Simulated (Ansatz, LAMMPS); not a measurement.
# Structural relaxation of Mg2+ triflate in trimethyl phosphate and diglyme, from a frame at 380 K (131 atoms), part 2 of 3

Aim: bring Mg2+ triflate in trimethyl phosphate and diglyme, from a frame at 380 K (131 atoms) to a nearby minimum of the energy and see what moves.

Ansatz 0.2.0; Kohn-Sham DFT, PBEsol, PAW (set soft_2), plane waves.

The cell: 26 C, 28 O, 64 H, 4 P, 2 S, 6 F and 1 Mg. The network of contacts between molecules at the start is that of the classical potential that made the cell. The functional has no dispersion term. The density was typed from a rule of thumb and may lie off the real one at this temperature. Only the Γ point is sampled, in a cell whose shortest periodic width is 12 Å.

So far. Step 3 (Single point at the start): Neighbours are counted within 1.34 Å (H-C), 1.73 Å (O-C), 2.08 Å (O-P), 1.93 Å (O-S), 2.42 Å (O-Mg), 1.85 Å (C-C), 1.62 Å (C-F), 2.21 Å (C-S).

## 4. Relaxation

The atoms are relaxed in the fixed cell, aiming at the force tolerance of the input.

File input.yaml:

```yaml
crystal:
  lattice:
    - [11.73759, 0.0, 0.0]
    - [0.0, 11.73759, 0.0]
    - [0.0, 0.0, 11.73759]
  atoms:
    [... the 131 atom lines of step 3 ...]
kpoints:
  mp_grid: { grid: [1, 1, 1] }
hamiltonian:
  xc: pbesol
scf:
  occupations: { method: fermi_dirac, width: 0.025 }
output:
  forces: true
relax:
  f_tol: 0.05
  max_steps: 200
```

Started as:

```sh
$ ansatz run input.yaml --threads 4 --pin off --max-ram 8192MiB --backend cpu --events-out ev --progress --plain --runs-dir out
```

Numbers of over 12 decimals in the logs are rounded to 6 here.

What it wrote:

```text
[...]
Crystal: 131 atoms, lattice volume = 1617.100 Å³
Basis set: ecut = 420 eV, 31463 PW (Γ), exchange–correlation on 160×160×160 points (8 copies of the dense FFT grid, shifted against one another)
Bands: 341, of which v1, the nominal top of the filled ones, is band 210 counted from 1 (209 counted from 0)
Symmetry: 1 space group operations
[...]
k-points: 1
[...]
SCF iter   1: F=—  HF=-34558.171722 eV  |F-HF|=—  |Δ(HF+E_count)|=         —  Δρ=7.23e-3  dr2=7.52e-1  ethr=1.77e-3  ⟨swp⟩=6.0  Hψ=1636  notcnv=0  defer=111
[...]
SCF iter   7: F=-34558.006630 eV  HF=-34558.006641 eV  |F-HF|=1.08e-5  |Δ(HF+E_count)|=   1.40e-5  Δρ=4.19e-5  dr2=2.90e-5  ethr=1.49e-8  ⟨swp⟩=3.0  Hψ=1177  notcnv=0
SCF 1 converged in 7 iterations: F = -34558.006630 eV  dr2 = 2.90e-5
[...]
relax step   1: F+E_penalty+E_count = -34558.00663022 eV  Δ(F+E_penalty+E_count) = +0.000e0 eV  max|allowed force component| = 3.513e0 eV/Å  Δτ_max = 0.0000 Å  (7 SCF iters, dr2 threshold 6.25e-5 eV, accepted)
[...]
relax step   2: F+E_penalty+E_count = -34563.14422133 eV  Δ(F+E_penalty+E_count) = -5.138e0 eV  max|allowed force component| = 1.917e0 eV/Å  Δτ_max = 0.1931 Å  (7 SCF iters, dr2 threshold 1.00e-4 eV, accepted)
[...]
relax step   3: F+E_penalty+E_count = -34564.42391173 eV  Δ(F+E_penalty+E_count) = -1.280e0 eV  max|allowed force component| = 6.470e-1 eV/Å  Δτ_max = 0.1941 Å  (6 SCF iters, dr2 threshold 1.00e-4 eV, accepted)
relax step   4: F+E_penalty+E_count = -34564.76907341 eV  Δ(F+E_penalty+E_count) = -3.452e-1 eV  max|allowed force component| = 4.327e-1 eV/Å  Δτ_max = 0.2000 Å  (7 SCF iters, dr2 threshold 4.77e-5 eV, accepted)
relax step   5: F+E_penalty+E_count = -34565.03059481 eV  Δ(F+E_penalty+E_count) = -2.615e-1 eV  max|allowed force component| = 2.818e-1 eV/Å  Δτ_max = 0.1947 Å  (7 SCF iters, dr2 threshold 2.13e-5 eV, accepted)
relax step   6: F+E_penalty+E_count = -34565.17624188 eV  Δ(F+E_penalty+E_count) = -1.456e-1 eV  max|allowed force component| = 2.057e-1 eV/Å  Δτ_max = 0.1904 Å  (7 SCF iters, dr2 threshold 3.37e-5 eV, accepted)
relax step   7: F+E_penalty+E_count = -34565.26471687 eV  Δ(F+E_penalty+E_count) = -8.847e-2 eV  max|allowed force component| = 2.746e-1 eV/Å  Δτ_max = 0.1942 Å  (7 SCF iters, dr2 threshold 1.79e-5 eV, accepted)
relax step   8: F+E_penalty+E_count = -34565.31966049 eV  Δ(F+E_penalty+E_count) = -5.494e-2 eV  max|allowed force component| = 4.815e-1 eV/Å  Δτ_max = 0.1946 Å  (7 SCF iters, dr2 threshold 4.02e-5 eV, accepted)
relax step   9: F+E_penalty+E_count = -34565.36368392 eV  Δ(F+E_penalty+E_count) = -4.402e-2 eV  max|allowed force component| = 4.757e-1 eV/Å  Δτ_max = 0.1471 Å  (6 SCF iters, dr2 threshold 1.00e-4 eV, accepted)
relax step  10: F+E_penalty+E_count = -34565.40408840 eV  Δ(F+E_penalty+E_count) = -4.040e-2 eV  max|allowed force component| = 5.066e-1 eV/Å  Δτ_max = 0.1815 Å  (6 SCF iters, dr2 threshold 1.00e-4 eV, accepted)
relax step  11: F+E_penalty+E_count = -34565.43226550 eV  Δ(F+E_penalty+E_count) = -2.818e-2 eV  max|allowed force component| = 4.271e-1 eV/Å  Δτ_max = 0.1292 Å  (6 SCF iters, dr2 threshold 1.00e-4 eV, accepted)
relax step  12: F+E_penalty+E_count = -34565.45761459 eV  Δ(F+E_penalty+E_count) = -2.535e-2 eV  max|allowed force component| = 3.564e-1 eV/Å  Δτ_max = 0.1380 Å  (6 SCF iters, dr2 threshold 1.00e-4 eV, accepted)
relax step  13: F+E_penalty+E_count = -34565.47896182 eV  Δ(F+E_penalty+E_count) = -2.135e-2 eV  max|allowed force component| = 2.965e-1 eV/Å  Δτ_max = 0.1343 Å  (6 SCF iters, dr2 threshold 8.85e-5 eV, accepted)
relax step  14: F+E_penalty+E_count = -34565.49559690 eV  Δ(F+E_penalty+E_count) = -1.664e-2 eV  max|allowed force component| = 2.738e-1 eV/Å  Δτ_max = 0.1095 Å  (6 SCF iters, dr2 threshold 6.09e-5 eV, accepted)
relax step  15: F+E_penalty+E_count = -34565.51104093 eV  Δ(F+E_penalty+E_count) = -1.544e-2 eV  max|allowed force component| = 3.053e-1 eV/Å  Δτ_max = 0.1271 Å  (6 SCF iters, dr2 threshold 5.19e-5 eV, accepted)
relax step  16: F+E_penalty+E_count = -34565.52429268 eV  Δ(F+E_penalty+E_count) = -1.325e-2 eV  max|allowed force component| = 3.112e-1 eV/Å  Δτ_max = 0.1241 Å  (6 SCF iters, dr2 threshold 7.95e-5 eV, accepted)
relax step  17: F+E_penalty+E_count = -34565.53734672 eV  Δ(F+E_penalty+E_count) = -1.305e-2 eV  max|allowed force component| = 3.095e-1 eV/Å  Δτ_max = 0.1279 Å  (6 SCF iters, dr2 threshold 9.69e-5 eV, accepted)
relax step  18: F+E_penalty+E_count = -34565.55083247 eV  Δ(F+E_penalty+E_count) = -1.349e-2 eV  max|allowed force component| = 3.231e-1 eV/Å  Δτ_max = 0.1486 Å  (6 SCF iters, dr2 threshold 9.47e-5 eV, accepted)
relax step  19: F+E_penalty+E_count = -34565.56311202 eV  Δ(F+E_penalty+E_count) = -1.228e-2 eV  max|allowed force component| = 2.982e-1 eV/Å  Δτ_max = 0.1285 Å  (6 SCF iters, dr2 threshold 1.00e-4 eV, accepted)
relax step  20: F+E_penalty+E_count = -34565.57633869 eV  Δ(F+E_penalty+E_count) = -1.323e-2 eV  max|allowed force component| = 3.440e-1 eV/Å  Δτ_max = 0.1622 Å  (6 SCF iters, dr2 threshold 7.57e-5 eV, accepted)
relax step  21: F+E_penalty+E_count = -34565.58803029 eV  Δ(F+E_penalty+E_count) = -1.169e-2 eV  max|allowed force component| = 3.660e-1 eV/Å  Δτ_max = 0.1481 Å  (6 SCF iters, dr2 threshold 1.00e-4 eV, accepted)
relax step  22: F+E_penalty+E_count = -34565.60059347 eV  Δ(F+E_penalty+E_count) = -1.256e-2 eV  max|allowed force component| = 4.079e-1 eV/Å  Δτ_max = 0.1779 Å  (6 SCF iters, dr2 threshold 1.00e-4 eV, accepted)
relax step  23: F+E_penalty+E_count = -34565.61069064 eV  Δ(F+E_penalty+E_count) = -1.010e-2 eV  max|allowed force component| = 3.542e-1 eV/Å  Δτ_max = 0.1162 Å  (6 SCF iters, dr2 threshold 1.00e-4 eV, accepted)
relax step  24: F+E_penalty+E_count = -34565.62528961 eV  Δ(F+E_penalty+E_count) = -1.460e-2 eV  max|allowed force component| = 2.822e-1 eV/Å  Δτ_max = 0.1774 Å  (6 SCF iters, dr2 threshold 9.46e-5 eV, accepted)
[...]
relax step  28: F+E_penalty+E_count = -34565.65092152 eV  Δ(F+E_penalty+E_count) = -4.340e-3 eV  max|allowed force component| = 1.465e-1 eV/Å  Δτ_max = 0.0489 Å  (6 SCF iters, dr2 threshold 1.32e-5 eV, accepted)
relax step  29: F+E_penalty+E_count = -34565.65653050 eV  Δ(F+E_penalty+E_count) = -5.609e-3 eV  max|allowed force component| = 7.747e-2 eV/Å  Δτ_max = 0.1092 Å  (7 SCF iters, dr2 threshold 1.29e-5 eV, accepted)
relax step  30: F+E_penalty+E_count = -34565.65909475 eV  Δ(F+E_penalty+E_count) = -2.564e-3 eV  max|allowed force component| = 5.473e-2 eV/Å  Δτ_max = 0.1352 Å  (10 SCF iters, accepted)
relax step  31: F+E_penalty+E_count = -34565.66062393 eV  Δ(F+E_penalty+E_count) = -1.529e-3 eV  max|allowed force component| = 4.500e-2 eV/Å  Δτ_max = 0.0839 Å  (9 SCF iters, accepted)
relax step  32: F+E_penalty+E_count = -34565.66286985 eV  Δ(F+E_penalty+E_count) = -2.246e-3 eV  max|allowed force component| = 6.120e-2 eV/Å  Δτ_max = 0.1537 Å  (9 SCF iters, accepted)
relax step  33: F+E_penalty+E_count = -34565.66428712 eV  Δ(F+E_penalty+E_count) = -1.417e-3 eV  max|allowed force component| = 5.937e-2 eV/Å  Δτ_max = 0.0902 Å  (7 SCF iters, dr2 threshold 2.53e-6 eV, accepted)
relax step  34: F+E_penalty+E_count = -34565.66596713 eV  Δ(F+E_penalty+E_count) = -1.680e-3 eV  max|allowed force component| = 6.916e-2 eV/Å  Δτ_max = 0.1228 Å  (7 SCF iters, dr2 threshold 3.32e-6 eV, accepted)
relax step  35: F+E_penalty+E_count = -34565.66697370 eV  Δ(F+E_penalty+E_count) = -1.007e-3 eV  max|allowed force component| = 8.097e-2 eV/Å  Δτ_max = 0.0911 Å  (7 SCF iters, dr2 threshold 4.50e-6 eV, accepted)
relax step  36: F+E_penalty+E_count = -34565.66789010 eV  Δ(F+E_penalty+E_count) = -9.164e-4 eV  max|allowed force component| = 8.978e-2 eV/Å  Δτ_max = 0.0853 Å  (6 SCF iters, dr2 threshold 6.56e-6 eV, accepted)
relax step  37: F+E_penalty+E_count = -34565.66870078 eV  Δ(F+E_penalty+E_count) = -8.107e-4 eV  max|allowed force component| = 7.872e-2 eV/Å  Δτ_max = 0.0613 Å  (6 SCF iters, dr2 threshold 8.06e-6 eV, accepted)
relax step  38: F+E_penalty+E_count = -34565.66951058 eV  Δ(F+E_penalty+E_count) = -8.098e-4 eV  max|allowed force component| = 4.911e-2 eV/Å  Δτ_max = 0.0653 Å  (6 SCF iters, dr2 threshold 4.76e-6 eV, accepted)
relax step  39: F+E_penalty+E_count = -34565.66951287 eV  Δ(F+E_penalty+E_count) = -2.295e-6 eV  max|allowed force component| = 4.903e-2 eV/Å  Δτ_max = 0.0000 Å  (4 SCF iters, accepted)
[...]
relax step  40: F+E_penalty+E_count = -34565.66999944 eV  Δ(F+E_penalty+E_count) = -4.866e-4 eV  max|allowed force component| = 1.805e-2 eV/Å  Δτ_max = 0.0509 Å  (9 SCF iters, accepted)
SCF converged after 9 iterations
Free energy (F): -34565.669999 eV
[...]
Internal energy: -34565.669999 eV  (E = F + TS)
E sigma→0 (E₀):  -34565.669999 eV
Fermi energy:    1.599132 eV
[...]
--- Forces (eV/Å), atoms counted from 1 ---
  atom   1  C      0.00214898     0.00853973     0.00012456
  atom   2  O     -0.01709401    -0.01057887    -0.00921982
  atom   3  C      0.01673593     0.00716297    -0.00381556
  atom   4  C     -0.00012933     0.00169439     0.00454043
  atom   5  O      0.00114154    -0.00417530     0.00553899
  atom   6  C      0.00438723    -0.00150955     0.00201270
  atom   7  C     -0.00453189     0.00092895    -0.00322577
  atom   8  O     -0.00217207     0.00268799    -0.00378636
  atom   9  C      0.00223138    -0.00027210    -0.00027798
  atom  10  H      0.01078981    -0.01004236     0.01263376
  atom  11  H     -0.00048958     0.00846602    -0.00018926
  atom  12  H     -0.01804684    -0.01152144    -0.00173808
  atom  13  H      0.00129953     0.00048127    -0.00198534
  atom  14  H      0.00521432    -0.00299501     0.00691451
[...]
atom 130  F     -0.00009978     0.00246436     0.00243421
  atom 131  Mg     0.00083477     0.00091481     0.00183945
  max |Σ_I F_I| component: 4.90e-5 eV/Å
--- Relaxed structure (40 steps of the walk, 40 accepted, 0 SCFs on fresh bases) ---
  F+E_penalty+E_count = -34565.66999944 eV   max|allowed force component| = 1.805e-2 eV/Å
  atoms:
    - { symbol: C, position: [0.296929, -0.0083797, 0.258423] }
    - { symbol: O, position: [0.245524, -0.014608, 0.367458] }
    - { symbol: C, position: [0.143104, 0.921902, 0.369565] }
    - { symbol: C, position: [0.159548, 0.794093, 0.367306] }
[...]
- { symbol: Mg, position: [0.897521, 0.325374, 0.755527] }
```

The job ended after 7.4 min (4 threads of Arm Neoverse V1, shared host; peak memory 1.9 GiB; 28 min of CPU time).

Relaxation path (22 of 40):

```tsv
step	energy less that of the first step (eV)	largest force component (eV/Å)
1	0.0000	3.5127
3	-6.4173	0.6470
5	-7.0240	0.2818
7	-7.2581	0.2746
8	-7.3130	0.4815
10	-7.3975	0.5066
12	-7.4510	0.3564
14	-7.4890	0.2738
16	-7.5177	0.3112
18	-7.5442	0.3231
20	-7.5697	0.3440
21	-7.5814	0.3660
23	-7.6041	0.3542
25	-7.6267	0.2164
27	-7.6400	0.1892
29	-7.6499	0.0775
31	-7.6540	0.0450
33	-7.6577	0.0594
34	-7.6593	0.0692
36	-7.6613	0.0898
38	-7.6629	0.0491
40	-7.6634	0.0180
```

The atoms that moved most (Å):

```tsv
atom	dx	dy	dz	length
H60	0.756	2.003	0.506	2.200
H58	0.470	2.113	-0.209	2.175
C52	0.718	1.787	-0.058	1.927
H59	0.473	1.743	-0.634	1.914
H44	-0.769	0.878	-1.405	1.827
H35	0.120	-1.747	-0.513	1.825
H77	-1.029	-1.481	0.212	1.816
H72	-0.040	-1.501	-1.021	1.816
```

The relaxation changed the energy by -58.5 meV/atom, and atoms moved by 0.99 Å r.m.s., 2.2 Å at most.

## 5. Distances and neighbours after relaxation

Bonds before and after, by the cutoffs listed below:

```tsv
pair	bonds before	bonds after	mean before (Å)	mean after (Å)	spread before (Å)	spread after (Å)
H-C	64	64	1.093	1.103	0.032	0.004
O-C	24	24	1.431	1.431	0.042	0.012
O-P	16	16	1.591	1.556	0.061	0.046
O-S	6	6	1.460	1.461	0.021	0.012
O-Mg	6	6	2.041	2.079	0.171	0.055
C-C	4	4	1.535	1.512	0.038	0.009
C-F	6	6	1.347	1.341	0.019	0.006
C-S	2	2	1.892	1.857	0.015	0.000
```

Density 1.18 g/cm³, 12.34 Å³ an atom.

Pair distribution functions g(r), in bins of 0.2 Å:

```tsv
r (Å)	total	H-H	H-O	H-C	H-F	H-P	H-S
1.00	1.10	0.00	0.00	5.70	0.00	0.00	0.00
1.20	2.79	0.00	0.00	14.35	0.00	0.00	0.00
1.40	1.49	0.00	0.00	0.00	0.00	0.00	0.00
1.60	0.49	0.00	0.00	0.00	0.00	0.00	0.00
1.80	1.34	5.45	0.00	0.00	0.00	0.00	0.00
2.00	1.02	0.00	4.57	0.00	0.00	0.00	0.00
2.20	0.60	0.07	0.94	1.33	0.00	0.00	0.00
2.40	0.76	0.99	0.69	0.13	0.00	0.00	0.00
2.60	1.14	0.94	1.12	0.96	0.74	0.35	0.00
2.80	0.69	0.72	1.27	0.38	1.30	3.84	0.00
3.00	0.93	1.23	0.60	0.38	0.20	2.54	1.65
3.20	0.80	0.73	0.60	1.23	0.32	0.72	0.95
3.40	0.89	0.79	0.90	1.09	0.87	2.33	1.29
3.60	0.74	0.81	0.53	1.01	0.64	1.39	0.40
3.80	1.04	1.11	1.06	0.91	0.92	0.87	1.01
4.00	0.97	1.18	1.01	1.16	0.63	0.63	1.24
4.20	1.09	1.15	1.45	0.94	1.15	0.72	0.86
4.40	1.12	1.12	1.35	0.90	1.47	0.25	0.78
4.60	1.02	1.02	0.94	1.38	0.86	0.71	1.91
4.80	0.99	1.01	0.84	1.12	1.15	0.88	1.11
5.00	0.96	0.92	1.02	1.12	0.87	0.81	1.59
5.20	1.00	0.96	0.92	1.05	1.43	1.03	0.55
5.40	1.05	1.12	0.90	0.97	1.15	1.04	1.38
5.60	0.93	1.11	0.83	0.74	0.96	1.62	1.11
5.80	1.09	1.04	0.98	1.13	1.14	0.90	0.45
```

Bonds by pair of elements; cutoffs follow the first minimum of g(r), held within bounds set by covalent radii, and pairs that aren't listed don't count as bonded:

```tsv
pair A-B	cutoff (Å)	bonds	mean length (Å)	spread (Å)	shortest (Å)	B about A	A about B
H-C	1.34	64	1.10	0.004	1.10	1	2.46
O-C	1.73	24	1.43	0.012	1.41	0.857	0.923
O-P	2.02	16	1.56	0.046	1.47	0.571	4
O-S	1.88	6	1.46	0.012	1.45	0.214	3
O-Mg	2.58	6	2.08	0.055	2.02	0.214	6
C-C	1.85	4	1.51	0.009	1.50	0.308	0.308
C-F	1.62	6	1.34	0.006	1.33	0.231	1
C-S	2.21	2	1.86	0	1.86	0.077	1
```

How many atoms have how many bonded neighbours:

```tsv
element	mean	1	2	3	4	6
C	4	0	0	0	26	0
F	1	6	0	0	0	0
H	1	64	0	0	0	0
Mg	6	0	0	0	0	1
O	1.86	6	20	2	0	0
P	4	0	0	0	4	0
S	4	0	0	0	2	0
```

Bond angles (no mean is given where the spread exceeds 20°):

```tsv
angle	count	mean (°)	spread (°)
H-C-O	64	109	1.9
H-C-H	56	109	0.9
O-P-O	24	109	6.3
C-C-H	16	110	1.1
O-Mg-O	15	-	-
```

Bond length by coordination (bonds to H left out):

```tsv
element	coordination	atoms	mean bond length (Å)
O	1	6	1.46
O	2	20	1.54
O	3	2	1.67
```

For some of the pairs, g(r) has its first main peak near 1.8 Å (H-H), 2.1 Å (H-O), 1.1 Å (H-C), 2.7 Å (H-F), 2.9 Å (H-P) and 3.0 Å (H-S). Counting bonds as in the table, all C atoms have 4, all F atoms have 1, all H atoms have 1 and all Mg atoms have 6 bonded neighbours. The H-C-O angle averages 109° with a spread of 1.9°.

(Part 2 of 3 ends here.)

[Logs are printed without paths, hosts, clocks, repeated set-up lines and the standing remarks that a program may print on its own settings, such as how far it seeks lower states.]

[Hosts, paths, dates, database ids (printed as entryN), source tags and the programs' standing remarks are cut or masked in the printed files.]
